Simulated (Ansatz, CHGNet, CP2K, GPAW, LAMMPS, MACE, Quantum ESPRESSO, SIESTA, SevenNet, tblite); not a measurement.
# Forces in glassy Na2Si4O9 (90 atoms), program by program

One geometry of glassy Na2Si4O9 (90 atoms) is solved by several programs and methods. How far do their forces lie from a plane-wave PBE run?

Results are calculated, not measured.

### 1. The cell

The cell holds 90 atoms (12 Na, 54 O and 24 Si), with edges of 10.82, 10.82 and 10.82 Å. Recipe: 90 atoms (12 Na, 54 O, 24 Si) placed at random at 2.38 g/cm³, melted at 4500 K for 20 ps at fixed volume with the Morse and Coulomb pair potential with partial charges (Pedone, Malavasi, Menziani, Cormack and Segre, J. Phys. Chem. B 110, 11780 (2006)). Quenched from 4500 K to 300 K at 10 K/ps and fixed volume, held 5 ps. The density is 2.38 g/cm³.

### 2. The reference input

Quantum ESPRESSO 7.5: Kohn-Sham DFT, PBE, SSSP efficiency 1.3.0 pseudopotentials, plane waves. Its input, pw.in:

```
&control
  calculation = 'scf'
  pseudo_dir = './pseudo'
  outdir = './tmp'
  disk_io = 'none'
  tprnfor = .true.
  tstress = .true.
/
&system
  ibrav = 0
  nat = 90
  ntyp = 3
  ecutwfc = 60
  ecutrho = 480
  nosym = .true.
  occupations = 'smearing'
  smearing = 'fd'
  degauss = 0.003675
/
&electrons
  conv_thr = 4.5e-07
  electron_maxstep = 100
  mixing_beta = 0.4
  mixing_mode = 'plain'
  diagonalization = 'david'
/
ATOMIC_SPECIES
Na 22.990 Na.upf
O 15.999 O.upf
Si 28.085 Si.upf
CELL_PARAMETERS angstrom
10.81660 0.00000 0.00000
0.00000 10.81660 0.00000
0.00000 0.00000 10.81660
ATOMIC_POSITIONS crystal
Na 0.40930 0.89040 0.16156
Na 0.54137 0.77923 0.96578
Na 0.46190 0.30950 0.69964
Na 0.53221 0.11486 0.44891
[... 84 atom lines left out ...]
Si 0.71743 0.58737 0.14257
Si 0.43132 0.57444 0.15248
K_POINTS gamma
```

```console
$ OMP_NUM_THREADS=1 mpirun -np 4 pw.x -in pw.in > output.txt
```

Elapsed: 2.7 min, on 4 MPI ranks of Arm Neoverse V2, shared host; peak memory 4.1 GiB; 11 min of CPU time.

It converged with an r.m.s. force component of 1.3 eV/Å and a pressure of 5.2 GPa.

Its highest filled and lowest empty levels lie 2.73 eV apart on its k-points.

### 3. What was run beside it

- CHGNet: machine-learned potential, published weights.
- CP2K 2026.2: Gaussian basis with GTH pseudopotentials and a plane-wave density; labels give functional, basis (MOLOPT sets; SR short-range, UZH the newer set with its own potentials), grid cutoff/relative cutoff and solver (OT: orbital transformation; TRS4, TC2, SIGN: linear-scaling purification with its sparsity filter), or its built-in tight binding.
- GPAW 26.7.0: PAW with atomic orbitals (LCAO), plane waves or a real-space grid of spacing h.
- MACE: machine-learned potential, published weights.
- Quantum ESPRESSO 7.5: plane waves; labels (QE) give functional, pseudopotential set and cutoffs of waves/density.
- SIESTA 5.4.2: numerical atomic orbitals, whose automatically made sets are far from complete, with PseudoDojo norm-conserving potentials that we converted to its format (checked against plane waves on the same files for H, C, O, Si, Ge and Ca alone); labels give functional, basis size, energy shift and mesh cutoff.
- SevenNet: machine-learned potential, published weights.
- tblite 0.8.0: extended tight binding, driven from Python.

All use the same cell and atoms, and the electronic-structure runs the same k-mesh.

### 4. All runs compared

Differences are against the reference: forces as r.m.s. over components, share as that over the reference's r.m.s. force, slope as the fitted ratio of a run's forces to the reference's.

| run | Δ force, r.m.s. (meV/Å) | share (%) | slope | Δ pressure (GPa) | Δ gap (eV) | cores | CPU time | memory (GiB) |
| --- | --- | --- | --- | --- | --- | --- | --- | --- |
| reference | - | - | - | - | - | 4 | 11 min | 4.1 |
| CHGNet 0.3.0 potential | 120 | 9.14 | 0.979 | 0.0801 | - | 1 | 3.1 s | 1.2 |
| CP2K PBE, DZVP-MOLOPT-SR, 1200/50 Ry, OT DIIS | 145 | 11.0 | 0.976 | -0.317 | -0.151 | 1 | 9.6 min | 3.9 |
| CP2K PBE, DZVP-MOLOPT-SR, 840/50 Ry, OT DIIS (coarse) | 163 | 12.4 | 0.976 | -0.3 | -0.157 | 2 | 8.8 min | 2.8 |
| GPAW PBE, LCAO dzp, h 0.18 Å | 326 | 24.7 | 1.161 | - | -0.136 | 1 | 4.1 min | 1.9 |
| GPAW PBE, LCAO szp(dzp), h 0.18 Å (coarse) | 345 | 26.2 | 1.148 | - | -0.359 | 1 | 2.9 min | 1.8 |
| GPAW RPBE, LCAO dzp, h 0.18 Å | 386 | 29.3 | 1.192 | - | -0.0304 | 1 | 4.5 min | 1.9 |
| MACE MP-0b2 small potential | 97.2 | 7.38 | 0.971 | -0.203 | - | 1 | 5.3 s | 0.67 |
| QE PBE+D3(BJ), sssp-1.3.0-efficiency, 60/480 Ry | 8.93 | 0.677 | 1.000 | -1.74 | 0 | 4 | 12 min | 4.1 |
| QE PBE, gbrv-1.5, 40/200 Ry | 30.8 | 2.34 | 0.986 | 0.0227 | 0.0073 | 2 | 4.9 min | 1.4 |
| SIESTA PBE, DZP, shift 0.01 Ry, mesh 500 Ry | 191 | 14.5 | 1.087 | 1.58 | -0.171 | 2 | 5.1 min | 2.2 |
| SIESTA PBE, SZP, shift 0.01 Ry, mesh 500 Ry (coarse) | 424 | 32.2 | 1.228 | 6.12 | -0.254 | 2 | 4.1 min | 2.0 |
| SIESTA PBE, TZP, shift 0.01 Ry, mesh 500 Ry | 135 | 10.2 | 1.066 | 0.388 | -0.180 | 4 | 7.3 min | 2.9 |
| SevenNet l3i5 potential | 52.5 | 3.98 | 0.988 | -0.271 | - | 1 | 8.6 s | 1.5 |
| tblite GFN1-xTB | 667 | 50.6 | 0.773 | 5.00 | - | 1 | 4.1 s | 0.12 |

Rows marked coarse were listed beforehand as settings not expected to be converged; some can still land near the reference.

Times of the machine-learned potentials are mostly Python's start and the loading of weights.

Runs without a result: CP2K PBE, DZVP-MOLOPT-SR, 1200/50 Ry, SIGN filter 1e-03, SCF 1e-04 (ended with an error or stopped unconverged).

CPU time is summed over cores on shared hosts, so it is rough.

### 5. What came out

Forces lie from 0.68 % (QE PBE+D3(BJ), sssp-1.3.0-efficiency, 60/480 Ry) to 51 % (tblite GFN1-xTB) of the reference's r.m.s. force of 1.3 eV/Å away from it. Other PBE runs on plane waves or a grid: QE PBE, gbrv-1.5, 40/200 Ry 2.3 % of the r.m.s. force; the reference has errors of its own, so differences under a few per cent don't tell which side is nearer the exact PBE result. The PBE runs in local orbitals, coarse settings apart, differ by 10 % (SIESTA PBE, TZP, shift 0.01 Ry, mesh 500 Ry) to 25 % (GPAW PBE, LCAO dzp, h 0.18 Å); basis, grid and potentials can all enter. Tight binding differs by 51 % (tblite GFN1-xTB); it is another model, with fitted parameters of its own, and the xTB methods hold dispersion.

Machine-learned potentials differ by 4.0 % (SevenNet l3i5 potential) to 9.1 % (CHGNet 0.3.0 potential); they were trained on other programs' data. In the reference's own program, potentials and cutoffs, a change of model alone moves forces by 0.68 % (QE PBE+D3(BJ), sssp-1.3.0-efficiency, 60/480 Ry). Other rows with another functional or a dispersion term differ by 29 % (GPAW RPBE, LCAO dzp, h 0.18 Å), which mixes the change of model with differences of basis and potentials. Runs with settings chosen to be coarse differ by 12 % (CP2K PBE, DZVP-MOLOPT-SR, 840/50 Ry, OT DIIS) to 32 % (SIESTA PBE, SZP, shift 0.01 Ry, mesh 500 Ry), their programs' other errors included. SIESTA PBE, SZP, shift 0.01 Ry, mesh 500 Ry stiffens the forces by a factor of 1.23 while following their directions (correlation 0.983); the slopes of the 3 SIESTA runs lie between 1.07 and 1.23. From CP2K PBE, DZVP-MOLOPT-SR, 840/50 Ry, OT DIIS to the finer CP2K PBE, DZVP-MOLOPT-SR, 1200/50 Ry, OT DIIS the share falls from 12 to 11 %. Pressures at PBE, coarse settings apart, lie -0.32 to +1.58 GPa from the reference's. Gaps at PBE, coarse settings apart, lie -0.18 to +0.01 eV from the reference's.

Caveats: Periodic xTB results under one method name differ between programs and library versions. The potentials hold different valence shells: 528 electrons in the reference, 504 in GPAW; this bears on time and differences. The reference's pressure holds the uncorrected Pulay stress of its 60 Ry basis, so small pressure differences may be the reference's own error. Machine-learned potentials mimic data converged in k, so the reference's own k-point error enters their differences. The quench rate of 10 K/ps is many orders above laboratory rates, so the cell is likely richer in defects and strain than a real sample. The network of bonds at the start is that of the classical potential that made the cell, and needn't be the one that DFT or experiment would give. The electronic-structure runs sample only Γ, in a cell whose shortest periodic width is 11 Å. Where levels are smeared, the DFT runs use Fermi–Dirac occupations at 580 K (0.05 eV), and energies are free energies. The reference's cutoffs and mesh weren't converged further here.

[Logs are printed without paths, hosts, clocks, repeated set-up lines and the standing remarks that a program may print on its own settings, such as how far it seeks lower states.]

[Hosts, paths, dates, database ids (printed as entryN), source tags and the programs' standing remarks are cut or masked in the printed files.]

[Cells were taken only where this reference lay near another plane-wave run.]
